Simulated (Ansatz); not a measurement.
# TiSeS monolayer, Janus: modes against uniaxial strain along the armchair direction, normal to a, with the width clamped

Wanted: the shifts of the zone-centre modes of TiSeS monolayer, Janus with strain.

Calculated with Ansatz 0.2.0; DFT PBEsol, scalar-relativistic, plane waves, PAW; PAW set soft_1.

### Step 1. The structure

The cell holds 3 atoms: 1 Ti, 1 S and 1 Se. Its edges and angles: a = 3.500 Å, b = 3.500 Å, c = 30.000 Å, α = 90.0°, β = 90.0°, γ = 120.0°. Vacuum lies along c. The height across the vacuum is the one that the program set for its solve, not the one typed.

### Step 2. A rough relaxation first

The start is far from rest, so a relaxation with loose tolerances brings it close first. The program lengthens the typed cell of 20.0 Å along the normal to 30.0 Å, as its cut-off of the electrostatics needs, and moves no atom.

The input, input.yaml:

```yaml
crystal:
  lattice:
    - [3.5, 0.0, 0.0]
    - [-1.75, 3.03109, 0.0]
    - [0.0, 0.0, 20.0]
  atoms:
    - { symbol: Ti, position: [0.0, 0.0, 0.5] }
    - { symbol: S, position: [0.333333, 0.666667, 0.575] }
    - { symbol: Se, position: [0.666667, 0.333333, 0.42] }
  periodic: [true, true, false]
kpoints:
  mp_grid: { grid: [6, 6, 1] }
hamiltonian:
  xc: pbesol
  pseudopotentials: { kind: paw, azcp: { folder: soft_1 }, xc_functional: pbe }
scf:
  occupations: { method: gaussian, width: 0.1 }
output:
  forces: true
  stress: true
  eigenvalues: true
relax:
  adjacent_minimum: "off"
  f_tol: 0.05
  max_steps: 80
  cell: { stress_2d_tol: 0.02 }
```

On the command line:

```console
ansatz run input.yaml --threads 8 --pin off --max-ram 16384MiB --backend cpu --events-out ev --progress --plain --runs-dir out
```

Numbers of over 12 decimals in the logs are rounded to 6 here.

What it wrote:

```text
[...]
F+E_penalty+E_count = -8786.69934223 eV   max|allowed force component| = 3.776e-4 eV/Å   (the final SCF, on the basis selected at the relaxed cell)
  cell:  # Å, volume = 301.1739 Å³
    - [3.404731, 0.0, 0]
    - [-1.702365, 2.948583, 0]
    - [0, 0, 30.0]
  atoms:
    - { symbol: Ti, position: [2.1782715435791476e-18, 0, 0.335316] }
    - { symbol: S, position: [0.333333, 0.666667, 0.380284] }
    - { symbol: Se, position: [0.666667, 0.333333, 0.281067] }
[key lines of the parts left out:]
SCF converged after 8 iterations
Free energy (F): -8786.699342 eV
Fermi energy:    -5.466095 eV
P = ½ c Tr σ = 0.0038 N/m
```

Wall time 5.2 s (8 threads of INTEL XEON PLATINUM 8581C at 2.10GHz (Emerald Rapids), shared host); peak memory 0.74 GiB; 32 s of CPU time.

The steps of the relaxation:

| step | energy less that of the first step (eV) | largest force component (eV/Å) | volume (Å³) |
| --- | --- | --- | --- |
| 1 | 0.0000 | 1.5812 | 318.26 |
| 2 | -0.1653 | 0.7449 | 309.35 |
| 3 | -0.2074 | 0.0341 | 301.79 |
| 4 | -0.2075 | 0.0077 | 301.07 |
| 5 | -0.2075 | 0.0004 | 301.17 |
| 6* | -0.2069 | 0.0004 | 301.17 |

Relaxation steps marked * repeat the geometry before them on a plane-wave basis chosen anew for their cell, so energy and pressure can jump there.

Forces are held to the 6 operations that the run works with; a distortion that breaks them can't arise in this run.

| cell as run | before | after | change |
| --- | --- | --- | --- |
| a (Å) | 3.500 | 3.405 | -2.7 % |
| b (Å) | 3.500 | 3.405 | -2.7 % |

The atoms that moved most (Å, along periodic axes as changes of fractional coordinates times the final cell, across vacuum about the mean position):

| atom | dx | dy | dz | length |
| --- | --- | --- | --- | --- |
| S2 | 0.000 | 0.000 | -0.091 | 0.091 |
| Ti1 | 0.000 | 0.000 | 0.059 | 0.059 |
| Se3 | 0.000 | 0.000 | 0.032 | 0.032 |

Final coordinates:

```xyz
3
Lattice="3.4047 0.0000 0.0000 -1.7024 2.9486 0.0000 0.0000 0.0000 30.0000" Properties=species:S:1:pos:R:3
Ti    0.0000    0.0000   10.0595
S     0.0000    1.9657   11.4085
Se    1.7024    0.9829    8.4320
```

Numbers from this step:

| Property | Result |
| --- | --- |
| gap on the k-mesh | 0 eV |
| area per atom | 3.346 Å² |

The relaxation ends with a largest force component of 3.8e-4 eV/Å.

### Step 3. Relaxation

Harmonic phonons are second derivatives at a point where the forces vanish, and they are wanted at zero stress, so atoms and cell are relaxed first.

The input, input.yaml:

```yaml
crystal:
  lattice:
    - [3.404730566, 0.0, 0.0]
    - [-1.702365283, 2.9485831632, 0.0]
    - [0.0, 0.0, 30.0]
  atoms:
    - { symbol: Ti, position: [0.0, 0.0, 0.3353156786] }
    - { symbol: S, position: [0.3333333333, 0.6666666667, 0.380284383] }
    - { symbol: Se, position: [0.6666666667, 0.3333333333, 0.2810666051] }
  periodic: [true, true, false]
kpoints:
  mp_grid: { grid: [15, 15, 1] }
hamiltonian:
  xc: pbesol
  pseudopotentials: { kind: paw, azcp: { folder: soft_1 }, xc_functional: pbe }
scf:
  occupations: { method: gaussian, width: 0.1 }
output:
  forces: true
  stress: true
  eigenvalues: true
  write_density: true
  write_potential: true
  elf: true
  volumetric_format: npy
relax:
  adjacent_minimum: "off"
  f_tol: 0.005
  max_steps: 80
  cell: { stress_2d_tol: 0.02 }
```

What it wrote:

```text
[...]
Crystal: 3 atoms, lattice volume = 301.174 Å³
Basis set: ecut = 420 eV, 5909 PW (Γ), exchange–correlation on 48×48×432 points (8 copies of the dense FFT grid, shifted against one another)
Bands: 21, of which v1, the nominal top of the filled ones, is band 17 counted from 1 (16 counted from 0)
Symmetry: 6 space group operations
[...]
k-points: 27 of 225 (time reversal used)
[...]
SCF iter   1: F=—  HF=-8787.423667 eV  |F-HF|=—  |Δ(HF+E_count)|=         —  Δρ=2.57e-2  dr2=2.56e0  ethr=3.10e-3  ⟨swp⟩=15.8  Hψ=4833  notcnv=0
[...]
SCF iter   9: F=-8786.706329 eV  HF=-8786.706329 eV  |F-HF|=1.84e-7  |Δ(HF+E_count)|=   1.28e-6  Δρ=3.13e-6  dr2=3.17e-8  ethr=2.94e-10  ⟨swp⟩=16.9  Hψ=6487  notcnv=0
SCF 1 converged in 9 iterations: F = -8786.706329 eV  dr2 = 3.17e-8
[...]
relax step   1: F+E_penalty+E_count = -8786.70632950 eV  Δ(F+E_penalty+E_count) = +0.000e0 eV  max|allowed force component| = 1.697e-2 eV/Å  Δτ_max = 0.0000 Å  P = +0.054 N/m  Ω = 301.174 Å³  fix = [c, alpha, beta]  reactions: c +0.000 N/m  (9 SCF iters, dr2 threshold 1.00e-7 eV, accepted)
Crystal: 3 atoms, lattice volume = 301.796 Å³
[...]
SCF iter   6: F=-8786.706390 eV  HF=-8786.706390 eV  |F-HF|=6.11e-9  |Δ(HF+E_count)|=   1.22e-8  Δρ=5.00e-7  dr2=1.13e-9  ethr=5.30e-11  ⟨swp⟩=17.7  Hψ=5325  notcnv=0
SCF 2 converged in 6 iterations: F = -8786.706390 eV  dr2 = 1.13e-9
relax step   2: F+E_penalty+E_count = -8786.70638990 eV  Δ(F+E_penalty+E_count) = -6.040e-5 eV  max|allowed force component| = 1.506e-2 eV/Å  Δτ_max = 0.0042 Å  P = +0.040 N/m  Ω = 301.796 Å³  energy of the carried Pulay correction = -2.122e-5 eV  fix = [c, alpha, beta]  reactions: c +0.000 N/m  (6 SCF iters, dr2 threshold 1.80e-8 eV, accepted)
Crystal: 3 atoms, lattice volume = 301.819 Å³
[...]
SCF iter   4: F=-8786.706402 eV  HF=-8786.706402 eV  |F-HF|=6.13e-10  |Δ(HF+E_count)|=   1.02e-7  Δρ=1.45e-6  dr2=1.21e-8  ethr=4.17e-11  ⟨swp⟩=15.9  Hψ=6154  notcnv=0
SCF 3 converged in 4 iterations: F = -8786.706402 eV  dr2 = 1.21e-8
relax step   3: F+E_penalty+E_count = -8786.70640192 eV  Δ(F+E_penalty+E_count) = -1.202e-5 eV  max|allowed force component| = 3.630e-3 eV/Å  Δτ_max = 0.0008 Å  P = +0.016 N/m  Ω = 301.819 Å³  energy of the carried Pulay correction = -2.201e-5 eV  fix = [c, alpha, beta]  reactions: c +0.000 N/m  (4 SCF iters, dr2 threshold 1.42e-8 eV, accepted)
[...]
SCF iter   8: F=-8786.706424 eV  HF=-8786.706424 eV  |F-HF|=2.91e-11  |Δ(HF+E_count)|=   2.39e-9  Δρ=4.72e-9  dr2=1.11e-13  ethr=1.00e-12  ⟨swp⟩=12.5  Hψ=3462  notcnv=0
SCF 4 converged in 8 iterations: F = -8786.706424 eV  dr2 = 1.11e-13
relax step   4: F+E_penalty+E_count = -8786.70642369 eV  Δ(F+E_penalty+E_count) = -2.177e-5 eV  max|allowed force component| = 3.606e-3 eV/Å  Δτ_max = 0.0000 Å  P = +0.016 N/m  Ω = 301.819 Å³  fix = [c, alpha, beta]  reactions: c +0.000 N/m  stress off target by 1.57e-2 N/m on what of the cell is left free  SCF on the basis re-selected at this cell (its energy is not comparable with the rows above)  (8 SCF iters)
basis re-selected at this cell: Δ(F+E_penalty+E_count) = -2.177e-5 eV, ΔP = -0.000 N/m vs the last step (what re-selecting the basis moved, of the pressure what is left beyond the Pulay correction that the steps carried, after the strain that the cell walked since its last selection, with what the two solves' SCF thresholds leave and, on support functions, any second-order correction that the steps lacked; it is no m [...]
SCF converged after 8 iterations
Free energy (F): -8786.706424 eV
[...]
Internal energy: -8786.701881 eV  (E = F + TS)
E sigma→0 (E₀):  -8786.704152 eV
Entropy (-TS):   -0.004543 eV (-1.514 meV/atom)
Fermi energy:    -5.444282 eV
[...]
--- Forces (eV/Å), atoms counted from 1 ---
  atom   1  Ti     0.00000000    -0.00000000     0.00244602
  atom   2  S      0.00000000    -0.00000000     0.00116026
  atom   3  Se     0.00000000     0.00000000    -0.00360612
  max |Σ_I F_I| component: 1.62e-7 eV/Å
--- 2D stress c σ (N/m, compression-positive) ---
        0.015651       0.000000      -0.000000
        0.000000       0.015651       0.000000
       -0.000000       0.000000       0.000000
  P = ½ c Tr σ = 0.0157 N/m
--- Band table (eV; the first three rows and the last of 27) ---
  k-point 0: bands = [... 13 lower, -8.1092, -7.1104, -4.9798, -4.9798, -4.9319, -4.9319, -4.4500, -1.6999]
  k-point 1: bands = [... 13 lower, -8.0951, -6.9453, -5.6200, -5.4037, -4.7823, -4.5247, -4.2503, -1.9614]
  k-point 2: bands = [... 13 lower, -8.0614, -6.7736, -6.4756, -5.8146, -4.8431, -4.1714, -4.0158, -2.4053]
  k-point 26: bands = [... 13 lower, -9.6103, -8.3126, -7.9629, -7.8273, -4.2298, -3.9409, -3.8438, -2.3700]
--- Relaxed structure (3 steps of the walk, 3 accepted, 1 SCFs on fresh bases) ---
[...]
cell:  # Å, volume = 301.8194 Å³
    - [3.408377, 0.0, 0]
    - [-1.704189, 2.951741, 0]
    - [0, 0, 30.0]
  atoms:
    - { symbol: Ti, position: [0, 0, 0.335314] }
    - { symbol: S, position: [0.333333, 0.666667, 0.380173] }
    - { symbol: Se, position: [0.666667, 0.333333, 0.281179] }
```

It took 8.9 s on 8 threads; peak memory 0.89 GiB.

Relaxation path:

| step | energy less that of the first step (eV) | largest force component (eV/Å) | volume (Å³) |
| --- | --- | --- | --- |
| 1 | 0.0000 | 0.0170 | 301.17 |
| 2 | -0.0001 | 0.0151 | 301.80 |
| 3 | -0.0001 | 0.0036 | 301.82 |
| 4* | -0.0001 | 0.0036 | 301.82 |

Relaxation steps marked * repeat the geometry before them on a plane-wave basis chosen anew for their cell, so energy and pressure can jump there.

Forces are held to the 6 operations that the run works with; a distortion that breaks them can't arise in this run.

| cell as run | before | after | change |
| --- | --- | --- | --- |
| a (Å) | 3.405 | 3.408 | +0.1 % |
| b (Å) | 3.405 | 3.408 | +0.1 % |

The relaxed structure:

```xyz
3
Lattice="3.4084 0.0000 0.0000 -1.7042 2.9517 0.0000 0.0000 0.0000 30.0000" Properties=species:S:1:pos:R:3
Ti    0.0000    0.0000   10.0594
S     0.0000    1.9678   11.4052
Se    1.7042    0.9839    8.4354
```

This step gave:

```
area per atom : 3.354 Å²
```

Electrostatic potential energy in the ac plane at fractional y = 0.333, with atoms of Se within 0.2 Å of it. With pseudopotentials it is smooth inside the atoms' cores, unlike the true potential.

Ten even steps from '0' (-11 eV) to '9' (0 eV), each cell a mean:
```
99999999999999
99999999999999
99999999999999
99999999999999
99999999999999
99999999999999
99999999999999
99999999999999
99999999999999
99999999999999
99999999999999
99999999999999
99999999999999
99999999999999
54345688999887
20001356777764
33333211122112
57886300344101
99999998888889
99999999999999
99999999999999
99999999999999
99999999999999
99999999999999
```
Columns run along a (3.4 Å; values clipped at the 3rd and 97th percentile), rows up along c (30.0 Å). Atoms in or near the plane, at fractional coordinates: Se at (0.67, 0.28).

Valence density in the ac plane at fractional y = 0.333, with atoms of Se within 0.2 Å of it. It is the smooth field of the valence electrons, not physical close to the nuclei.

Ten steps, logarithmic in the rise over the least value, from '_' (0 e/Å³) to '@' (21 e/Å³), each cell a mean:
```
____________________________
____________________________
____________________________
____________________________
____________________________
____________________________
____________________________
____________________________
____________________________
____________________________
____________________________
____________________________
____________________________
____________________________
..::::::......____________..
..::::::::......________....
..........::::--++****==::::
....____..::--++%%@@@@**--::
____________________________
____________________________
____________________________
____________________________
____________________________
____________________________
```
Columns run along a (3.4 Å), rows up along c (30.0 Å). Atoms in or near the plane, at fractional coordinates: Se at (0.67, 0.28).

ELF in the ac plane at fractional y = 0.333, with atoms of Se within 0.2 Å of it. It is the smooth field of the valence electrons, not physical close to the nuclei.

Ten even steps from '0' (0.00) to '9' (0.81), each cell a mean:
```
00000000000000
00000000000000
00000000000000
00000000000000
00000000000000
00000000000000
00000000000000
00000000000000
00000000000000
00000000000000
00000000000000
00000000000000
00000000000000
23332100000001
89999741000136
34444322111223
42123678767776
73126898766899
20001357888764
00000000011000
00000000000000
00000000000000
00000000000000
00000000000000
```
Columns run along a (3.4 Å), rows up along c (30.0 Å). Atoms in or near the plane, at fractional coordinates: Se at (0.67, 0.28).

### Step 4. Tight relaxation

Phonons need small forces and stress, so the relaxation is finished with tight tolerances on 15×15×1 k points.

input.yaml, the sections that differ from step 3:

```yaml
crystal:
  lattice:
    - [3.4083771371, 0.0, 0.0]
    - [-1.7041885686, 2.9517411864, 0.0]
    - [0.0, 0.0, 30.0]
  atoms:
    - { symbol: Ti, position: [0.0, 0.0, 0.335314477] }
    - { symbol: S, position: [0.3333333333, 0.6666666667, 0.38017272] }
    - { symbol: Se, position: [0.6666666667, 0.3333333333, 0.2811794697] }
  periodic: [true, true, false]
scf:
  occupations: { method: methfessel_paxton, width: 0.2 }
relax:
  adjacent_minimum: "off"
  f_tol: 0.001
  max_steps: 60
  cell: { stress_2d_tol: 0.002 }
# kpoints, hamiltonian, output: as in step 3
```

What it wrote:

```text
[...]
Crystal: 3 atoms, lattice volume = 301.819 Å³
Basis set: ecut = 420 eV, 5909 PW (Γ), exchange–correlation on 48×48×432 points (8 copies of the dense FFT grid, shifted against one another)
Bands: 21, of which v1, the nominal top of the filled ones, is band 17 counted from 1 (16 counted from 0)
Symmetry: 6 space group operations
[...]
k-points: 27 of 225 (time reversal used)
[...]
--- Relaxed structure (4 steps of the walk, 4 accepted, 1 SCFs on fresh bases) ---
[...]
cell:  # Å, volume = 302.0972 Å³
    - [3.409945, 2.8880859708363313e-11, 0]
    - [-1.704973, 2.953099, 0]
    - [0, 0, 30.0]
  atoms:
    - { symbol: Ti, position: [0, 0, 0.335313] }
    - { symbol: S, position: [0.333333, 0.666667, 0.380139] }
    - { symbol: Se, position: [0.666667, 0.333333, 0.281214] }
[key lines of the parts left out:]
SCF converged after 8 iterations
Free energy (F): -8786.704280 eV
Fermi energy:    -5.438118 eV
P = ½ c Tr σ = -0.0001 N/m
```

Run time: 11 s. Hardware: 8 threads; peak memory 0.9 GiB.

Little changed from the start: no atom moved by 0.005 Å and no cell edge by 0.1 %.

This step gave:

```
area per atom : 3.357 Å²
```

ELF in the ac plane at fractional y = 0.000, with atoms of Ti within 0.2 Å of it. It is the smooth field of the valence electrons, not physical close to the nuclei.

Ten even steps from '0' (0.00) to '9' (0.77), each cell a mean:
```
00000000000000
00000000000000
00000000000000
00000000000000
00000000000000
00000000000000
00000000000000
00000000000000
00000000000000
00000000000000
00000000000000
00000000000000
00000000000000
00001233321000
01247999997410
66643466643466
44444677654444
11257899987421
00001344321000
00000000000000
00000000000000
00000000000000
00000000000000
00000000000000
```
Columns run along a (3.4 Å), rows up along c (30.0 Å). Atoms in or near the plane, at fractional coordinates: Ti at (0.00, 0.34).

Valence density in the ac plane at fractional y = 0.000, with atoms of Ti within 0.2 Å of it. It is the smooth field of the valence electrons, not physical close to the nuclei.

Ten steps, logarithmic in the rise over the least value, from '_' (0.00 × 1e0 e/Å³) to '@' (5.97 × 1e0 e/Å³), each cell a mean:
```
____________________________
____________________________
____________________________
____________________________
____________________________
____________________________
____________________________
____________________________
____________________________
____________________________
____________________________
____________________________
____________________________
____________________________
....::::----======----::::..
@@@@%%++==----------==**%%@@
%%%%**==--------------++##%%
....::::----======----::::..
____________________________
____________________________
____________________________
____________________________
____________________________
____________________________
```
Columns run along a (3.4 Å), rows up along c (30.0 Å). Atoms in or near the plane, at fractional coordinates: Ti at (0.00, 0.34).

Electrostatic potential energy in the ac plane at fractional y = 0.000, with atoms of Ti within 0.2 Å of it. With pseudopotentials it is smooth inside the atoms' cores, unlike the true potential.

Ten even steps from '0' (-17 eV) to '9' (0 eV), each cell a mean:
```
99999999999999
99999999999999
99999999999999
99999999999999
99999999999999
99999999999999
99999999999999
99999999999999
99999999999999
99999999999999
99999999999999
99999999999999
99999999999999
99999999999999
88887766678888
00013566652100
11234666654221
99887654567889
99999999999999
99999999999999
99999999999999
99999999999999
99999999999999
99999999999999
```
Columns run along a (3.4 Å; values clipped at the 3rd and 97th percentile), rows up along c (30.0 Å). Atoms in or near the plane, at fractional coordinates: Ti at (0.00, 0.34).

The largest force component left is 0.21 meV/Å, within the tolerances set.

(Part 1 of 2 ends here.)

[Logs are printed without paths, hosts, clocks, repeated set-up lines and the standing remarks that a program may print on its own settings, such as how far it seeks lower states.]

[Hosts, paths, dates, database ids (printed as entryN), source tags and the programs' standing remarks are cut or masked in the printed files.]
